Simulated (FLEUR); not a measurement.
# Fixed-spin-moment curve of FePt (Tetraferroplatinum) with FLEUR, part 2 of 2

Wanted: E(M) for FePt (Tetraferroplatinum), with its minima.

FLEUR MaX-R8.1; LDA (VWN); all-electron FLAPW, Dirac cores, scalar-relativistic bands.

So far, magnetization (μB): step 2 (the free run) 3.26; step 4 (with continued, fixed moment 2.937 μB a cell) 2.94.

### 5. Moment fixed at 3.671 μB

inp.xml

```
<?xml version="1.0" encoding="UTF-8" standalone="no"?>
<fleurInput fleurInputVersion="0.39">
   <comment>
      FePt
   </comment>
   <calculationSetup>
      <cutoffs Kmax="3.6" Gmax="10.8" GmaxXC="10.8" numbands="0"/>
      <scfLoop itmax="90" minDistance="0.00002" maxIterBroyd="15" imix="Anderson" alpha="0.05" precondParam="0.0" spinf="2.0" sdNocoIR="T"/>
      <coreElectrons ctail="T" frcor="F" kcrel="0" coretail_lmax="0"/>
      <xcFunctional name="vwn" relativisticCorrections="F"/>
      <magnetism jspins="2" fixed_moment="3.671"/>
      <soc l_soc="F" theta="0.0" phi="0.0" spav="F"/>
      <expertModes spex="0" secvar="F"/>
      <geometryOptimization l_f="F" forcealpha="1.0" forcemix="BFGS" epsdisp="0.00001" epsforce="0.00001"/>
      <ldaU l_linMix="F" mixParam="0.05" spinf="1.0"/>
   </calculationSetup>
   <cell>
      <bzIntegration valenceElectrons="32.0" mode="hist" fermiSmearingEnergy="0.00293995">
         <kPointListSelection listName="default-1"/>
         <xi:include xmlns:xi="http://www.w3.org/2001/XInclude" href="kpts.xml"> </xi:include>
      </bzIntegration>
      <xi:include xmlns:xi="http://www.w3.org/2001/XInclude" href="sym.xml"> </xi:include>
      <bulkLattice scale="1.0">
         <bravaisMatrix>
            <row-1>    5.1466691003480998     0.0000000000000000     0.0000000000000000</row-1>
            <row-2>    0.0000000000000000     5.1466691003480998     0.0000000000000000</row-2>
            <row-3>    0.0000000000000000     0.0000000000000000     7.0297811835120001</row-3>
         </bravaisMatrix>
      </bulkLattice>
   </cell>
   <atomSpecies>
      <species name="Iron (Fe) 2.800" element="Fe" atomicNumber="26">
         <mtSphere radius="2.47" gridPoints="817" logIncrement="0.015"/>
         <atomicCutoffs lmax="10" lnonsphr="8"/>
         <electronConfig flipSpins="F">
            <coreConfig>(1s1/2) (2s1/2) (2p1/2) (2p3/2)</coreConfig>
            <valenceConfig>(3s1/2) (3p1/2) (3p3/2) (4s1/2) (3d3/2) (3d5/2)</valenceConfig>
            <stateOccupation state="(3d3/2)" spinUp="1.4" spinDown="1.0"/>
            <stateOccupation state="(3d5/2)" spinUp="3.0" spinDown="0.6"/>
         </electronConfig>
         <energyParameters s="4" p="4" d="3" f="4"/>
         <lo type="SCLO" l="0" n="3" eDeriv="0"/>
         <lo type="SCLO" l="1" n="3" eDeriv="0"/>
      </species>
      <species name="Platinum (Pt)" element="Pt" atomicNumber="78">
         <mtSphere radius="2.47" gridPoints="817" logIncrement="0.016"/>
         <atomicCutoffs lmax="10" lnonsphr="8"/>
         <electronConfig flipSpins="F">
            <coreConfig>(1s1/2) (2s1/2) (2p1/2) (2p3/2) (3s1/2) (3p1/2) (3p3/2) (4s1/2) (3d3/2) (3d5/2) (4p1/2) (4p3/2) (5s1/2) (4d3/2) (4d5/2) (4f5/2) (4f7/2)</coreConfig>
            <valenceConfig>(5p1/2) (5p3/2) (6s1/2) (5d3/2) (5d5/2)</valenceConfig>
            <stateOccupation state="(6s1/2)" spinUp="0.500000" spinDown="0.500000"/>
            <stateOccupation state="(5d3/2)" spinUp="1.800000" spinDown="1.800000"/>
            <stateOccupation state="(5d5/2)" spinUp="2.700000" spinDown="2.700000"/>
         </electronConfig>
         <energyParameters s="6" p="6" d="5" f="5"/>
         <lo type="SCLO" l="1" n="5" eDeriv="0"/>
      </species>
   </atomSpecies>
   <atomGroups>
      <atomGroup species="Iron (Fe) 2.800">
         <relPos label="                   1">.0000000000 .0000000000 .0000000000</relPos>
         <force calculate="T" relaxXYZ="TTT"/>
      </atomGroup>
      <atomGroup species="Platinum (Pt)">
         <relPos label="                   2">1.000/2.000 1.000/2.000 1.000/2.000</relPos>
         <force calculate="T" relaxXYZ="TTT"/>
      </atomGroup>
   </atomGroups>
   <output dos="F" band="F" slice="F">
      <bandDOS minEnergy="-.5*Htr" maxEnergy="0.5*Htr" sigma="0.015" storeEVData="T"/>
      <plotting iplot="0" polar="F">
         <plot TwoD="T" vec1="  1.0  0.0  0.0" vec2="  0.0  1.0  0.0" vec3="  0.0  0.0  1.0" zero="  0.0  0.0  0.0" file="plot"/>
      </plotting>
      <moessbauerParams electricFieldGradient="F" isomerShift="F" coreHyperfine="F" valenceHyperfine="F"/>
   </output>
</fleurInput>
```

Run with:

```console
OMP_NUM_THREADS=1 mpirun -n 4 fleur_MPI > fleur.log
```

The log of the run:

```text
[banner, memory and clock lines left out]
Welcome to FLEUR        (www.flapw.de)
      MaX-Release 8.1          (www.max-centre.eu)

 ========== k-point set info ==========
 Selected k-point list: default-1
 k-point list type: mesh
 0 x 0 x 0
 Number of k points: 128

 [... set-up left out ...]
 Iteration:     1   Distance:       5.37541130 me/bohr^3
 Iteration:     2   Distance:       5.01995610 me/bohr^3
 Iteration:     3   Distance:       3.76180298 me/bohr^3
 Iteration:     4   Distance:       0.53796480 me/bohr^3
 Iteration:     5   Distance:       0.31128689 me/bohr^3
[...]
<sumOfEigenvalues value="   -12054.3694812444">
               <coreElectrons value="-12035.7323546832"/>
               <valenceElectrons value="-18.6371265612"/>
            </sumOfEigenvalues>
         [... left out ...]
            <freeEnergy value="-19707.0837041195"/>
            <extrapolationTo0K value="-19707.0831333433"/>
         </totalEnergy>
         <densityConvergence units="me/bohr^3">
            <chargeDensity spin="1" distance="0.0000127938"/>
            <chargeDensity spin="2" distance="0.0000111996"/>
            <overallChargeDensity distance="0.0000193277"/>
            <spinDensity distance="0.0000143062"/>
         </densityConvergence>
      </iteration>
```

Wall time 21 s (4 MPI ranks of Arm Neoverse V1, shared host); peak memory 0.22 GiB; 84 s of CPU time.

Read from the output:

```yaml
magnetization: 3.671 μB
```

Its energy lies +79.2 meV a cell from the free run's.

### 6. Moment fixed at 2.203 μB

Changes to inp.xml since step 5:

```diff
@@ -10,3 +10,3 @@
       <xcFunctional name="vwn" relativisticCorrections="F"/>
-      <magnetism jspins="2" fixed_moment="3.671"/>
+      <magnetism jspins="2" fixed_moment="2.203"/>
       <soc l_soc="F" theta="0.0" phi="0.0" spav="F"/>
```

The log of the run:

```text
[banner, memory and clock lines left out]
Welcome to FLEUR        (www.flapw.de)
      MaX-Release 8.1          (www.max-centre.eu)

 ========== k-point set info ==========
 Selected k-point list: default-1
 k-point list type: mesh
 0 x 0 x 0
 Number of k points: 128

 [... set-up left out ...]
 Iteration:     1   Distance:      15.39177158 me/bohr^3
 Iteration:     2   Distance:      14.71255864 me/bohr^3
 Iteration:     3   Distance:      12.84843963 me/bohr^3
 Iteration:     4   Distance:       2.19083146 me/bohr^3
 Iteration:     5   Distance:       1.45517916 me/bohr^3
[...]
<sumOfEigenvalues value="   -12055.1828933107">
               <coreElectrons value="-12036.5708646629"/>
               <valenceElectrons value="-18.6120286478"/>
            </sumOfEigenvalues>
         [... left out ...]
            <freeEnergy value="-19707.0790929478"/>
            <extrapolationTo0K value="-19707.0776317702"/>
         </totalEnergy>
         <densityConvergence units="me/bohr^3">
            <chargeDensity spin="1" distance="0.0000086201"/>
            <chargeDensity spin="2" distance="0.0000114534"/>
            <overallChargeDensity distance="0.0000156473"/>
            <spinDensity distance="0.0000128895"/>
         </densityConvergence>
      </iteration>
```

Wall time 25 s (4 MPI ranks); peak memory 0.22 GiB.

This step gave:

| Item | Value |
| --- | --- |
| magnetization | 2.203 μB |

Its energy lies +204.7 meV a cell from the free run's.

### 7. The curve

The other moments were run in the same way.

The energy over the lowest by total spin moment:

```csv
total spin moment (μB a cell),energy over the lowest (meV a cell)
0.00,538
0.73,501
1.47,387
2.20,205
2.94,31.5
3.26,0
3.67,79.2
4.41,685
```

Moment, largest sphere moment against total spin moment:

```csv
total spin moment (μB a cell),"moment, largest sphere moment (μB)"
0.00,0
0.73,0.742
1.47,1.48
2.20,2.15
2.94,2.70
3.26,2.91
3.67,3.14
4.41,3.48
```

### 8. Results

```json
{
  "moment of the free run": "3.26 μB a cell",
  "moment of the lowest point": "3.26 μB a cell",
  "energy of the spinless run": "538 meV a cell over the lowest"
}
```

**Reading.** The lowest point lies 538 meV a cell under the spinless run, in free energy at a smearing of 0.08 eV. The point at zero is the spinless run. Opposed orders, which also have no total moment, were not run.

[Logs and program files are shortened in this print: banners, set-up blocks, solver, clock and traceback lines can be left out without a mark of their own.]

[Logs are printed without paths, hosts, clocks, repeated set-up lines and the standing remarks that a program may print on its own settings, such as how far it seeks lower states.]

[Hosts, paths, dates, database ids (printed as entryN), source tags and the programs' standing remarks are cut or masked in the printed files.]

[Where a cell is said to come from a database of computed structures, the database is the Materials Project.]
